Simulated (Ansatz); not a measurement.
# Ba2H3F (built on the sites of a database entry of Ba2H3I): a soft mode frozen in, part 2 of 2

Aim: this structure of Ba2H3F (built on the sites of a database entry of Ba2H3I) is to be tested for unstable modes, and one is followed downhill.

Ansatz 0.2.0; DFT PBEsol, scalar-relativistic, plane waves, PAW.

So far, highest frequency on the path or at a solved wavevector (cm⁻¹): step 2 (response at finite wavevector) 1113. Also lowest frequency on the path (cm⁻¹): step 2 -34.0.

The structure was built from a prototype and need not be the compound's stable phase.

### 5. Energy along the mode, all amplitudes (two of the runs are shown above)

An imaginary frequency means negative curvature, so the energy should fall and then rise again as anharmonic terms take over.

This step gave:

* depth at the lowest point sampled: 0.204 meV/atom
* largest atomic shift at that point: 0.14 Å

The energy from the parent by largest atomic shift:

| largest atomic shift (Å) | energy from the parent (meV/atom) |
| --- | --- |
| 0.000 | 0 |
| 0.040 | -0.03 |
| 0.080 | -0.105 |
| 0.140 | -0.204 |
| 0.220 | 0.127 |
| 0.320 | 2.75 |
| 0.450 | 14.3 |

Displacement at unit largest shift by atom:

| atom | x (Å) | y (Å) | z (Å) | size |
| --- | --- | --- | --- | --- |
| Ba1 | 0.000 | -0.230 | 0.263 | 0.349 |
| Ba2 | 0.000 | 0.230 | -0.263 | 0.349 |
| Ba3 | 0.000 | -0.230 | 0.263 | 0.349 |
| Ba4 | 0.000 | 0.230 | -0.263 | 0.349 |
| H5 | 0.000 | -0.037 | 0.945 | 0.946 |
| H6 | 0.000 | 0.037 | -0.945 | 0.946 |
| H7 | 0.000 | -0.037 | 0.945 | 0.946 |
| H8 | 0.000 | 0.037 | -0.945 | 0.946 |
| H9 | 0.000 | 0.000 | 0.000 | 0.000 |
| H10 | 0.000 | 0.000 | 0.000 | 0.000 |
| F11 | 0.000 | 0.986 | 0.165 | 1.000 |
| F12 | 0.000 | -0.986 | -0.165 | 1.000 |

The lowest of the steps tried is at 0.14 Å, 0.204 meV/atom below the parent; the bottom of the well need not coincide with a step.

### 6. Relaxing from the distorted cell

Starting from the lowest point found, all atoms and the cell are let go, so that strain and other modes of the same symmetry can join in.

File input.yaml:

```yaml
crystal:
  lattice:
    - [-4.2935918184, -2.8188e-06, 0.0]
    - [-2.1467934681, -3.7183609976, -5.9791168191]
    - [-2.1467934681, -3.7183609976, 5.9791168191]
  atoms:
    - { symbol: Ba, position: [0.6623291196, 0.959742645, 0.7155991158] }
    - { symbol: Ba, position: [0.6710042137, 0.4572257146, 0.2007658579] }
    - { symbol: Ba, position: [0.3289957863, 0.0427742854, 0.2992341421] }
    - { symbol: Ba, position: [0.3376708804, 0.540257355, 0.7844008842] }
    - { symbol: H, position: [0.6659763021, 0.1769138453, 0.4911335505] }
    - { symbol: H, position: [0.6673570312, 0.6976631472, 0.9676227904] }
    - { symbol: H, position: [0.3326429688, 0.8023368528, 0.5323772096] }
    - { symbol: H, position: [0.3340236979, 0.3230861547, 0.0088664495] }
    - { symbol: H, position: [0.0, 0.75, 0.25] }
    - { symbol: H, position: [0.0, 0.25, 0.75] }
    - { symbol: F, position: [0.0185678865, 0.4795019194, 0.4833623077] }
    - { symbol: F, position: [0.9814321135, 1.0204980806, 0.0166376923] }
kpoints:
  mp_grid: { grid: [6, 6, 6] }
hamiltonian:
  xc: pbesol
scf:
  occupations: { method: fixed }
output:
  forces: true
  stress: true
  eigenvalues: true
relax:
  adjacent_minimum: "off"
  f_tol: 0.002
  max_steps: 120
  cell: { stress_tol: 0.03 }
```

Run with:

```console
ansatz run input.yaml --threads 8 --pin off --max-ram 14336MiB --backend cpu --events-out ev --progress --plain --runs-dir out
```

Numbers of over 12 decimals in the logs are rounded to 6 here.

Output:

```text
[...]
Crystal: 12 atoms, lattice volume = 190.915 Å³
Basis set: ecut = 420 eV, 3745 PW (Γ), exchange–correlation on 60×100×100 points (8 copies of the dense FFT grid, shifted against one another)
Bands: 42, of which v1, the nominal top of the filled ones, is band 30 counted from 1 (29 counted from 0)
Symmetry: 4 space group operations
[...]
k-points: 68 of 216
[...]
SCF iter   1: F=—  HF=-25155.546006 eV  |F-HF|=—  |Δ(HF+E_count)|=         —  Δρ=9.52e-3  dr2=1.29e-1  ethr=1.77e-3  ⟨swp⟩=6.3  Hψ=12631  notcnv=0  defer=584
[...]
SCF iter   6: F=-25155.511234 eV  HF=-25155.511234 eV  |F-HF|=2.30e-8  |Δ(HF+E_count)|=   1.49e-6  Δρ=4.61e-6  dr2=4.07e-8  ethr=1.67e-10  ⟨swp⟩=16.5  Hψ=21349  notcnv=0
SCF 1 converged in 6 iterations: F = -25155.511234 eV  dr2 = 4.07e-8
[...]
relax step   1: F+E_penalty+E_count = -25155.51123375 eV  Δ(F+E_penalty+E_count) = +0.000e0 eV  max|allowed force component| = 4.387e-2 eV/Å  Δτ_max = 0.0000 Å  P = +0.141 GPa  Ω = 190.915 Å³  (6 SCF iters, dr2 threshold 1.00e-7 eV, accepted)
Crystal: 12 atoms, lattice volume = 192.227 Å³
Basis set: ecut = 420 eV, 3749 PW (Γ), exchange–correlation on 60×100×100 points (8 copies of the dense FFT grid, shifted against one another)
[...]
iter 1 solved again at ethr=7.59e-5 eV; its pass at ethr=3.10e-3 eV (dr2=4.56e-2 eV) is discarded
[...]
SCF iter   6: F=-25155.506238 eV  HF=-25155.506238 eV  |F-HF|=5.83e-8  |Δ(HF+E_count)|=   6.34e-7  Δρ=1.01e-5  dr2=1.87e-7  ethr=4.81e-10  ⟨swp⟩=12.4  Hψ=20693  notcnv=0
SCF 2 converged in 6 iterations: F = -25155.506238 eV  dr2 = 1.87e-7
relax step   2: F+E_penalty+E_count = -25155.50623760 eV  Δ(F+E_penalty+E_count) = +4.996e-3 eV  max|allowed force component| = 1.572e-1 eV/Å  Δτ_max = 0.0453 Å  P = -0.027 GPa  Ω = 192.227 Å³  energy of the carried Pulay correction = -1.579e-3 eV  (6 SCF iters, dr2 threshold 2.89e-7 eV, rejected (line search))
Crystal: 12 atoms, lattice volume = 191.871 Å³
[...]
SCF iter   9: F=-25155.513552 eV  HF=-25155.513552 eV  |F-HF|=0.00e0  |Δ(HF+E_count)|=  4.37e-11  Δρ=2.54e-8  dr2=1.21e-12  ethr=1.00e-12  ⟨swp⟩=12.4  Hψ=17275  notcnv=0
SCF 3 converged in 9 iterations: F = -25155.513552 eV  dr2 = 1.21e-12
relax step   3: F+E_penalty+E_count = -25155.51355156 eV  Δ(F+E_penalty+E_count) = -2.318e-3 eV  max|allowed force component| = 2.107e-2 eV/Å  Δτ_max = 0.0221 Å  P = -0.011 GPa  Ω = 191.871 Å³  energy of the carried Pulay correction = -1.152e-3 eV  (9 SCF iters, accepted)
[... from here on, the SCF cycles and remarks between the steps are left out ...]
relax step   4: F+E_penalty+E_count = -25155.51915367 eV  Δ(F+E_penalty+E_count) = -5.602e-3 eV  max|allowed force component| = 4.691e-2 eV/Å  Δτ_max = 0.0434 Å  P = +0.046 GPa  Ω = 192.362 Å³  energy of the carried Pulay correction = -1.740e-3 eV  (7 SCF iters, dr2 threshold 6.07e-8 eV, accepted)
relax step   5: F+E_penalty+E_count = -25155.52145075 eV  Δ(F+E_penalty+E_count) = -2.297e-3 eV  max|allowed force component| = 4.213e-2 eV/Å  Δτ_max = 0.0228 Å  P = -0.034 GPa  Ω = 193.043 Å³  energy of the carried Pulay correction = -2.555e-3 eV  (7 SCF iters, dr2 threshold 1.38e-7 eV, accepted)
relax step   6: F+E_penalty+E_count = -25155.54870106 eV  Δ(F+E_penalty+E_count) = -2.725e-2 eV  max|allowed force component| = 1.101e-1 eV/Å  Δτ_max = 0.1950 Å  P = -0.346 GPa  Ω = 197.827 Å³  energy of the carried Pulay correction = -8.197e-3 eV  (8 SCF iters, dr2 threshold 1.11e-7 eV, accepted)
relax step   7: F+E_penalty+E_count = -25155.55418580 eV  Δ(F+E_penalty+E_count) = -5.485e-3 eV  max|allowed force component| = 1.345e-1 eV/Å  Δτ_max = 0.1950 Å  P = -0.506 GPa  Ω = 201.722 Å³  energy of the carried Pulay correction = -1.269e-2 eV  (7 SCF iters, dr2 threshold 8.66e-7 eV, accepted)
relax step   8: F+E_penalty+E_count = -25155.25497333 eV  Δ(F+E_penalty+E_count) = +2.992e-1 eV  max|allowed force component| = 8.947e-1 eV/Å  Δτ_max = 0.1695 Å  P = +2.256 GPa  Ω = 193.089 Å³  energy of the carried Pulay correction = -2.610e-3 eV  (7 SCF iters, dr2 threshold 1.20e-6 eV, rejected (line search))
relax step   9: F+E_penalty+E_count = -25155.57872030 eV  Δ(F+E_penalty+E_count) = -2.453e-2 eV  max|allowed force component| = 6.594e-2 eV/Å  Δτ_max = 0.0922 Å  P = -0.073 GPa  Ω = 198.810 Å³  energy of the carried Pulay correction = -9.339e-3 eV  (10 SCF iters, accepted)
relax step  10: F+E_penalty+E_count = -25155.57490724 eV  Δ(F+E_penalty+E_count) = +3.813e-3 eV  max|allowed force component| = 1.833e-1 eV/Å  Δτ_max = 0.0966 Å  P = +0.296 GPa  Ω = 199.311 Å³  energy of the carried Pulay correction = -9.918e-3 eV  (7 SCF iters, dr2 threshold 3.33e-7 eV, rejected (line search))
relax step  11: F+E_penalty+E_count = -25155.58871424 eV  Δ(F+E_penalty+E_count) = -9.994e-3 eV  max|allowed force component| = 4.159e-2 eV/Å  Δτ_max = 0.0483 Å  P = +0.011 GPa  Ω = 198.999 Å³  energy of the carried Pulay correction = -9.557e-3 eV  (10 SCF iters, accepted)
relax step  12: F+E_penalty+E_count = -25155.59162308 eV  Δ(F+E_penalty+E_count) = -2.909e-3 eV  max|allowed force component| = 2.206e-2 eV/Å  Δτ_max = 0.0500 Å  P = -0.025 GPa  Ω = 199.697 Å³  energy of the carried Pulay correction = -1.036e-2 eV  (7 SCF iters, dr2 threshold 1.08e-7 eV, accepted)
relax step  13: F+E_penalty+E_count = -25155.59196488 eV  Δ(F+E_penalty+E_count) = -3.418e-4 eV  max|allowed force component| = 3.476e-2 eV/Å  Δτ_max = 0.0119 Å  P = +0.014 GPa  Ω = 199.698 Å³  energy of the carried Pulay correction = -1.037e-2 eV  (7 SCF iters, dr2 threshold 3.04e-8 eV, accepted)
relax step  14: F+E_penalty+E_count = -25155.59209108 eV  Δ(F+E_penalty+E_count) = -1.262e-4 eV  max|allowed force component| = 1.823e-3 eV/Å  Δτ_max = 0.0037 Å  P = +0.005 GPa  Ω = 199.816 Å³  energy of the carried Pulay correction = -1.050e-2 eV  (5 SCF iters, dr2 threshold 7.55e-8 eV, accepted)
relax step  15: F+E_penalty+E_count = -25155.61887287 eV  Δ(F+E_penalty+E_count) = -2.678e-2 eV  max|allowed force component| = 1.603e-3 eV/Å  Δτ_max = 0.0000 Å  P = +0.196 GPa  Ω = 199.816 Å³  stress off target by 3.75e-1 GPa  SCF on the basis re-selected at this cell (its energy is not comparable with the rows above)  (6 SCF iters)
relax step  16: F+E_penalty+E_count = -25155.61971455 eV  Δ(F+E_penalty+E_count) = -8.417e-4 eV  max|allowed force component| = 1.614e-2 eV/Å  Δτ_max = 0.0248 Å  P = +0.048 GPa  Ω = 201.129 Å³  energy of the carried Pulay correction = -1.448e-3 eV  (6 SCF iters, dr2 threshold 3.52e-7 eV, accepted)
relax step  17: F+E_penalty+E_count = -25155.61961256 eV  Δ(F+E_penalty+E_count) = +1.020e-4 eV  max|allowed force component| = 1.073e-2 eV/Å  Δτ_max = 0.0074 Å  P = -0.013 GPa  Ω = 201.465 Å³  energy of the carried Pulay correction = -1.819e-3 eV  (6 SCF iters, dr2 threshold 1.63e-8 eV, accepted)
relax step  18: F+E_penalty+E_count = -25155.61961877 eV  Δ(F+E_penalty+E_count) = -6.205e-6 eV  max|allowed force component| = 1.214e-2 eV/Å  Δτ_max = 0.0046 Å  P = -0.028 GPa  Ω = 201.466 Å³  energy of the carried Pulay correction = -1.817e-3 eV  (6 SCF iters, dr2 threshold 7.20e-9 eV, accepted)
relax step  19: F+E_penalty+E_count = -25155.61976453 eV  Δ(F+E_penalty+E_count) = -1.458e-4 eV  max|allowed force component| = 1.479e-3 eV/Å  Δτ_max = 0.0026 Å  P = +0.002 GPa  Ω = 201.398 Å³  energy of the carried Pulay correction = -1.743e-3 eV  (6 SCF iters, dr2 threshold 9.21e-9 eV, accepted)
relax step  20: F+E_penalty+E_count = -25155.62178311 eV  Δ(F+E_penalty+E_count) = -2.019e-3 eV  max|allowed force component| = 1.523e-3 eV/Å  Δτ_max = 0.0000 Å  P = +0.019 GPa  Ω = 201.398 Å³  stress off target by 3.46e-2 GPa  SCF on the basis re-selected at this cell (its energy is not comparable with the rows above)  (5 SCF iters)
relax step  21: F+E_penalty+E_count = -25155.62167209 eV  Δ(F+E_penalty+E_count) = +1.110e-4 eV  max|allowed force component| = 7.471e-4 eV/Å  Δτ_max = 0.0018 Å  P = +0.002 GPa  Ω = 201.522 Å³  energy of the carried Pulay correction = -1.371e-4 eV  (6 SCF iters, dr2 threshold 3.00e-9 eV, accepted)
[...]
SCF iter   1: F=—  HF=-25155.621863 eV  |F-HF|=—  |Δ(HF+E_count)|=         —  Δρ=2.02e-5  dr2=2.24e-8  ethr=2.81e-7  ⟨swp⟩=3.2  Hψ=19234  notcnv=0  defer=675
eigensolver tolerance schedule: the retry pair's looser diagonalisation over-reported the residual by 7518.76 of it (diagonalisation noise at 2.14 of the residual, at the tolerance the schedule requests for it); recorded, not acted on — ethr = c·dr2/N_el stays at c = 1.0e-1
[...]
SCF iter   2: F=—  HF=-25155.621802 eV  |F-HF|=—  |Δ(HF+E_count)|=   6.19e-5  Δρ=1.02e-5  dr2=6.54e-9  ethr=3.74e-11  ⟨swp⟩=2.9  Hψ=5223  notcnv=0  defer=652
[...]
SCF iter   4: F=-25155.621803 eV  HF=-25155.621803 eV  |F-HF|=6.18e-11  |Δ(HF+E_count)|=   2.01e-8  Δρ=1.37e-7  dr2=3.51e-11  ethr=1.00e-12  ⟨swp⟩=15.3  Hψ=23592  notcnv=0
SCF 22 converged in 4 iterations: F = -25155.621803 eV  dr2 = 3.51e-11
relax step  22: F+E_penalty+E_count = -25155.62180293 eV  Δ(F+E_penalty+E_count) = -1.308e-4 eV  max|allowed force component| = 7.451e-4 eV/Å  Δτ_max = 0.0000 Å  P = +0.002 GPa  Ω = 201.522 Å³  stress off target by 5.62e-3 GPa  SCF on the basis re-selected at this cell (its energy is not comparable with the rows above)  (4 SCF iters)
[...]
SCF converged after 4 iterations
Free energy (F): -25155.621803 eV
[...]
Internal energy: -25155.621803 eV  (E = F + TS)
E sigma→0 (E₀):  -25155.621803 eV
Fermi energy:    6.987034 eV
[...]
--- Forces (eV/Å), atoms counted from 1 ---
  atom   1  Ba     0.00000000    -0.00049006     0.00017239
  atom   2  Ba     0.00000000    -0.00074510    -0.00066999
  atom   3  Ba    -0.00000000     0.00074510     0.00066999
  atom   4  Ba    -0.00000000     0.00049006    -0.00017239
  atom   5  H      0.00000000    -0.00057051    -0.00009272
  atom   6  H     -0.00000000     0.00060714    -0.00034594
  atom   7  H      0.00000000    -0.00060714     0.00034594
  atom   8  H     -0.00000000     0.00057051     0.00009272
  atom   9  H     -0.00000000     0.00000000     0.00000000
  atom  10  H      0.00000000     0.00000000     0.00000000
  atom  11  F      0.00000000    -0.00019925     0.00071469
  atom  12  F     -0.00000000     0.00019925    -0.00071469
  max |Σ_I F_I| component: 1.36e-19 eV/Å
--- Stress (GPa, compression-positive) ---
        0.000957      -0.000000       0.000000
       -0.000000       0.004655      -0.002050
        0.000000      -0.002050       0.001266
  P = ⅓ Tr σ = 0.0023 GPa (0.023 kbar)
--- Band table (eV; the first three rows and the last of 68) ---
  k-point 0: bands = [... 26 lower, 5.2980, 5.4870, 5.8844, 6.9863, 9.0403, 9.7606, 9.8255, 10.4594, ... 8 higher]
  k-point 1: bands = [... 26 lower, 5.1556, 5.5850, 5.8247, 6.8497, 9.2335, 9.7168, 9.9822, 10.5397, ... 8 higher]
  k-point 2: bands = [... 26 lower, 4.9098, 5.4922, 5.8988, 6.5471, 9.5634, 10.0081, 10.1479, 10.6438, ... 8 higher]
  k-point 67: bands = [... 26 lower, 5.1724, 5.3343, 5.5039, 5.6743, 9.7174, 10.3199, 10.4766, 10.5442, ... 8 higher]
--- Relaxed structure (19 steps of the walk, 16 accepted, 3 SCFs on fresh bases) ---
  F+E_penalty+E_count = -25155.62180293 eV   max|allowed force component| = 7.451e-4 eV/Å   (the final SCF, on the basis selected at the relaxed cell)
  cell:  # Å, volume = 201.5222 Å³
    - [-4.064272, -2.668219853454276e-6, -2.416975427765644e-18]
    - [-2.032133, -4.030660, -6.302833]
    - [-2.032133, -3.891570, 6.216334]
  atoms:
    - { symbol: Ba, position: [0.613315, 1.003340, 0.770031] }
    - { symbol: Ba, position: [0.656813, 0.481855, 0.204518] }
    - { symbol: Ba, position: [0.343187, 0.018145, 0.295482] }
    - { symbol: Ba, position: [0.386685, 0.496660, 0.729969] }
    - { symbol: H, position: [0.676794, 0.139271, 0.507141] }
    - { symbol: H, position: [0.677112, 0.714239, 0.931537] }
    - { symbol: H, position: [0.322888, 0.785761, 0.568463] }
    - { symbol: H, position: [0.323206, 0.360729, -0.00714076] }
    - { symbol: H, position: [-1.2576745200831851e-16, 0.75, 0.25] }
    - { symbol: H, position: [1.0408340855860843e-17, 0.250000, 0.75] }
    - { symbol: F, position: [0.077351, 0.411653, 0.433645] }
    - { symbol: F, position: [0.922649, 1.088347, 0.066355] }
```

Run time: 91 s. Hardware: 8 threads of Arm Neoverse V2, shared host; peak memory 1 GiB; 12 min of CPU time.

The steps of the relaxation:

```
step  energy less that of the first step (eV)  largest force component (eV/Å)  pressure (GPa)  volume (Å³)
   1                                   0.0000                          0.0439            0.14       190.91
   2                                   0.0050                          0.1572           -0.03       192.23
   3                                  -0.0023                          0.0211           -0.01       191.87
   4                                  -0.0079                          0.0469            0.05       192.36
   5                                  -0.0102                          0.0421           -0.03       193.04
   6                                  -0.0375                          0.1101           -0.35       197.83
   7                                  -0.0430                          0.1345           -0.51       201.72
   8                                   0.2563                          0.8947            2.26       193.09
   9                                  -0.0675                          0.0659           -0.07       198.81
  10                                  -0.0637                          0.1833            0.30       199.31
  11                                  -0.0775                          0.0416            0.01       199.00
  12                                  -0.0804                          0.0221           -0.02       199.70
  13                                  -0.0807                          0.0348            0.01       199.70
  14                                  -0.0809                          0.0018            0.00       199.82
 15*                                  -0.1076                          0.0016            0.20       199.82
  16                                  -0.1085                          0.0161            0.05       201.13
  17                                  -0.1084                          0.0107           -0.01       201.46
  18                                  -0.1084                          0.0121           -0.03       201.47
  19                                  -0.1085                          0.0015            0.00       201.40
 20*                                  -0.1105                          0.0015            0.02       201.40
  21                                  -0.1104                          0.0007            0.00       201.52
 22*                                  -0.1106                          0.0007            0.00       201.52
```

Relaxation steps marked * repeat the geometry before them on a plane-wave basis chosen anew for their cell, so energy and pressure can jump there. Relaxation steps 2, 8, 10 were tried and not accepted.

The run keeps the 4 symmetry operations that it works with, so distortions that break them were not tested.

| cell as run | before | after | change |
| --- | --- | --- | --- |
| a (Å) | 4.294 | 4.064 | -5.3 % |
| b (Å) | 7.361 | 7.753 | +5.3 % |
| c (Å) | 7.361 | 7.610 | +3.4 % |
| α (°) | 108.64 | 109.16 | +0.5 % |
| β (°) | 73.04 | 74.51 | +2.0 % |
| γ (°) | 73.04 | 74.80 | +2.4 % |
| volume (Å³/atom) | 15.91 | 16.79 | +5.6 % |

The atoms that moved most (Å, as changes of fractional coordinates times the final cell):

```csv
atom,dx,dy,dz,length
F12,0.000,-0.467,-0.119,0.482
F11,0.000,0.467,0.119,0.482
Ba1,0.000,-0.388,0.064,0.393
Ba4,0.000,0.388,-0.064,0.393
H5,0.000,0.089,0.337,0.348
H8,0.000,-0.089,-0.337,0.348
H7,0.000,-0.074,0.329,0.337
H6,0.000,0.074,-0.329,0.337
```

Final coordinates:

```xyz
12
Lattice="-4.0643 0.0000 0.0000 -2.0321 -4.0307 -6.3028 -2.0321 -3.8916 6.2163" Properties=species:S:1:pos:R:3 pbc="T T T"
Ba   -6.0964   -7.0408   -1.5371
Ba   -4.0643   -2.7381   -1.7657
Ba   -2.0321   -1.2230    1.7225
Ba   -4.0643   -4.8426    1.4074
H    -4.0643   -2.5349    2.2748
H    -6.0964   -6.5040    1.2890
H    -4.0643   -5.3793   -1.4188
H    -2.0321   -1.4262   -2.3180
H    -2.0321   -3.9959   -3.1730
H    -2.0321   -3.9263    3.0865
F    -2.0321   -3.3468    0.1011
F    -6.0964   -4.6450   -6.4472
```

Numbers from this step:

- pressure: 0.002292 GPa
- gap on the k-mesh: 2.053 eV
- volume per atom: 16.79 Å³

The distorted start has space group C2/m; the relaxation ends in C2/m.

### 7. The phases reached

The phases reached along the modes that were followed are set side by side.

Energies are those of the first relaxation, on the mesh of the frozen mode; space group, volume and gap are those of the last relaxation. Phases, by row:

```csv
mode frozen in,space group,energy from parent (meV/atom),volume (Å³/atom),gap on mesh (eV),lowest zone-centre optical mode (cm⁻¹),largest shift (Å)
parent,P-3m1,0,15.91,1.81,–,–
"q = (0, -0.5, -0.5), 34i cm⁻¹",C2/m,-9.42,16.79,2.053,–,0.631
```

### 8. Results

| Item | Value |
| --- | --- |
| unstable mode of the parent | q = (0, -0.5, -0.5), 34i cm⁻¹ |
| depth at the lowest point sampled | 0.204 meV/atom |
| largest atomic shift at that point | 0.14 Å |
| space group reached (within 0.01 Å) | C2/m |
| energy gained over the parent (first relaxation, on the mesh of the frozen mode) | 9.42 meV/atom |
| volume per atom, phase reached | 16.8 Å³ |
| gap on the k-mesh, phase reached | 2.05 eV |

What this shows: Along this mode the structure falls into C2/m, 9.42 meV/atom below the parent. At the parent's cell the well is 0.204 meV/atom deep on the steps tried, with its lowest point at a shift of 0.14 Å. Relaxing atoms and cell changes the gain by +9.21 meV/atom against the lowest step (energies at zero smearing). Most of the total comes from this relaxation. The modes of the phase reached were not computed on this path. How so shallow a well moves with the k mesh was not tested. Each path keeps the symmetry of its pattern, so a lower phase may lie along a pattern not tried. The q mesh stands for a supercell only 8.6 Å across, so branches between the solved wavevectors are rough. The program warns that the interpolation holds no quadrupole term, so branches close to Γ can be off in this crystal. Spin-orbit coupling is left out, which can matter for the heavy elements here. The starting cell was built on a prototype and not taken from a measurement, so the phase need not exist.

[Logs are printed without paths, hosts, clocks, repeated set-up lines and the standing remarks that a program may print on its own settings, such as how far it seeks lower states.]

[Hosts, paths, dates, database ids (printed as entryN), source tags and the programs' standing remarks are cut or masked in the printed files.]
